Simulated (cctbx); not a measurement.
# Occupancies in Zr2Sn2W

Cell a = 4.5900 Å, b = 4.5900 Å, c = 10.2450 Å, α = 90.00°, β = 90.00°, γ = 90.00°; space group P4/nmm (no. 129, origin choice 1); nominal formula Zr2Sn2W.

The data are simulated with cctbx, not measured: Mo Kα, λ = 0.71073 Å, to d = 0.6 Å, 80 % of the full sphere, strongest reflection 20000 counts, noise from counting, a 4 % proportional error and a noise floor of 8 counts (s.d.); no absorption.

With every site full:

```text
Rint 0.039, 357 unique reflections to 0.60 A
cycle     R1     wR2    GooF  max shift (A)
   1  0.2511  0.5115  20.172   0.00100
   2  0.0524  0.1452   5.724   0.00004
final R1 0.0524 wR2 0.1452 GooF 5.724  parameters 13  data/parameter 27.5
atom        x        y        z      Ueq    occ   su(xyz)  su(Uiso or U11)
W1     0.50000  0.00000  0.75737   0.0068  1.000  0.00012  0.0004
Sn2    0.50000  0.00000  0.10620  -0.0018  1.000  0.00015  0.0004  NPD
Sn3    0.50000  0.50000  0.50000   0.0043  1.000  0.00000  0.0005
Zr1    0.50000  0.50000  0.00000   0.0047  1.000  0.00000  0.0007
Zr2    0.50000  0.00000  0.35631   0.0036  1.000  0.00027  0.0007
difference map: max 18.65 min -9.48 rms 1.27
Q1    0.0000  0.5000  0.9059    2   18.67  0.12 A from Sn2
Q2    0.0000  0.5000  0.7714    2    4.42  1.25 A from Sn2
Q3    0.0000  0.0000  0.5000    2    4.30  0.00 A from Sn3
Q4    0.0000  0.5000  0.6027    2    2.56  0.42 A from Zr2
Q5    0.0000  0.3957  0.1097    8    1.91  1.44 A from W1
Q6    0.1302  0.3698  0.2398    8    1.87  0.85 A from W1
```

With the occupancies of the suspect sites free, each still typed as its main element:

```text
Rint 0.039, 357 unique reflections to 0.60 A
cycle     R1     wR2    GooF  max shift (A)
   1  0.1671  0.3688  14.586   0.00071
   8  0.0141  0.0315   1.244   0.00002
final R1 0.0140 wR2 0.0314 GooF 1.243  parameters 15  data/parameter 23.8
atom        x        y        z      Ueq    occ   su(xyz)  su(Uiso or U11)
W1     0.50000  0.00000  0.75732   0.0036  0.878  0.00003  0.0001
Sn2    0.50000  0.00000  0.10613   0.0034  1.178  0.00003  0.0001
Sn3    0.50000  0.50000  0.50000   0.0048  1.000  0.00000  0.0001
Zr1    0.50000  0.50000  0.00000   0.0054  1.000  0.00000  0.0002
Zr2    0.50000  0.00000  0.35635   0.0044  1.000  0.00006  0.0002
su of occupancy W1: 0.003
su of occupancy Sn2: 0.004
difference map: max 4.09 min -3.49 rms 0.34
Q1    0.0000  0.5000  0.7640    2    4.09  1.23 A from Zr2
Q2    0.0000  0.5000  0.8645    2    2.63  0.30 A from Sn2
Q3    0.0000  0.5000  0.6064    2    2.18  0.38 A from Zr2
Q4    0.0000  0.3692  0.2634    8    1.21  0.64 A from W1
Q5    0.0000  0.5000  0.5406    2    1.09  1.06 A from Zr2
Q6    0.0000  0.5000  0.4627    2    1.02  1.85 A from Zr2
```

**Question.** What is the disorder?

X-rays count electrons. W1 refines to 0.878(0.003), or 65.0 electrons; the site truly holds 0.7 W and 0.3 Sn, 66.8 electrons, which is 0.903 of W; Sn2 refines to 1.178(0.004), or 58.9 electrons; the site truly holds 0.7 Sn and 0.3 W, 57.2 electrons, which is 1.144 of Sn. A value under 1 can't tell vacancies from a lighter guest, and one over 1 needs a heavier guest; chemistry or a second radiation must settle which. Occupancy correlates with U and the scale, and the two elements' form factors differ in shape, so the match is approximate.

Freeing them takes R1 from 0.0524 to 0.0140 and GooF from 5.72 to 1.24.

The model is made up (kin elements in a known structure type, no relaxation), so it says nothing on whether the phase exists.

[Middle refinement cycles are left out of these outputs.]

[Logs are printed without paths, hosts, clocks, repeated set-up lines and the standing remarks that a program may print on its own settings, such as how far it seeks lower states.]
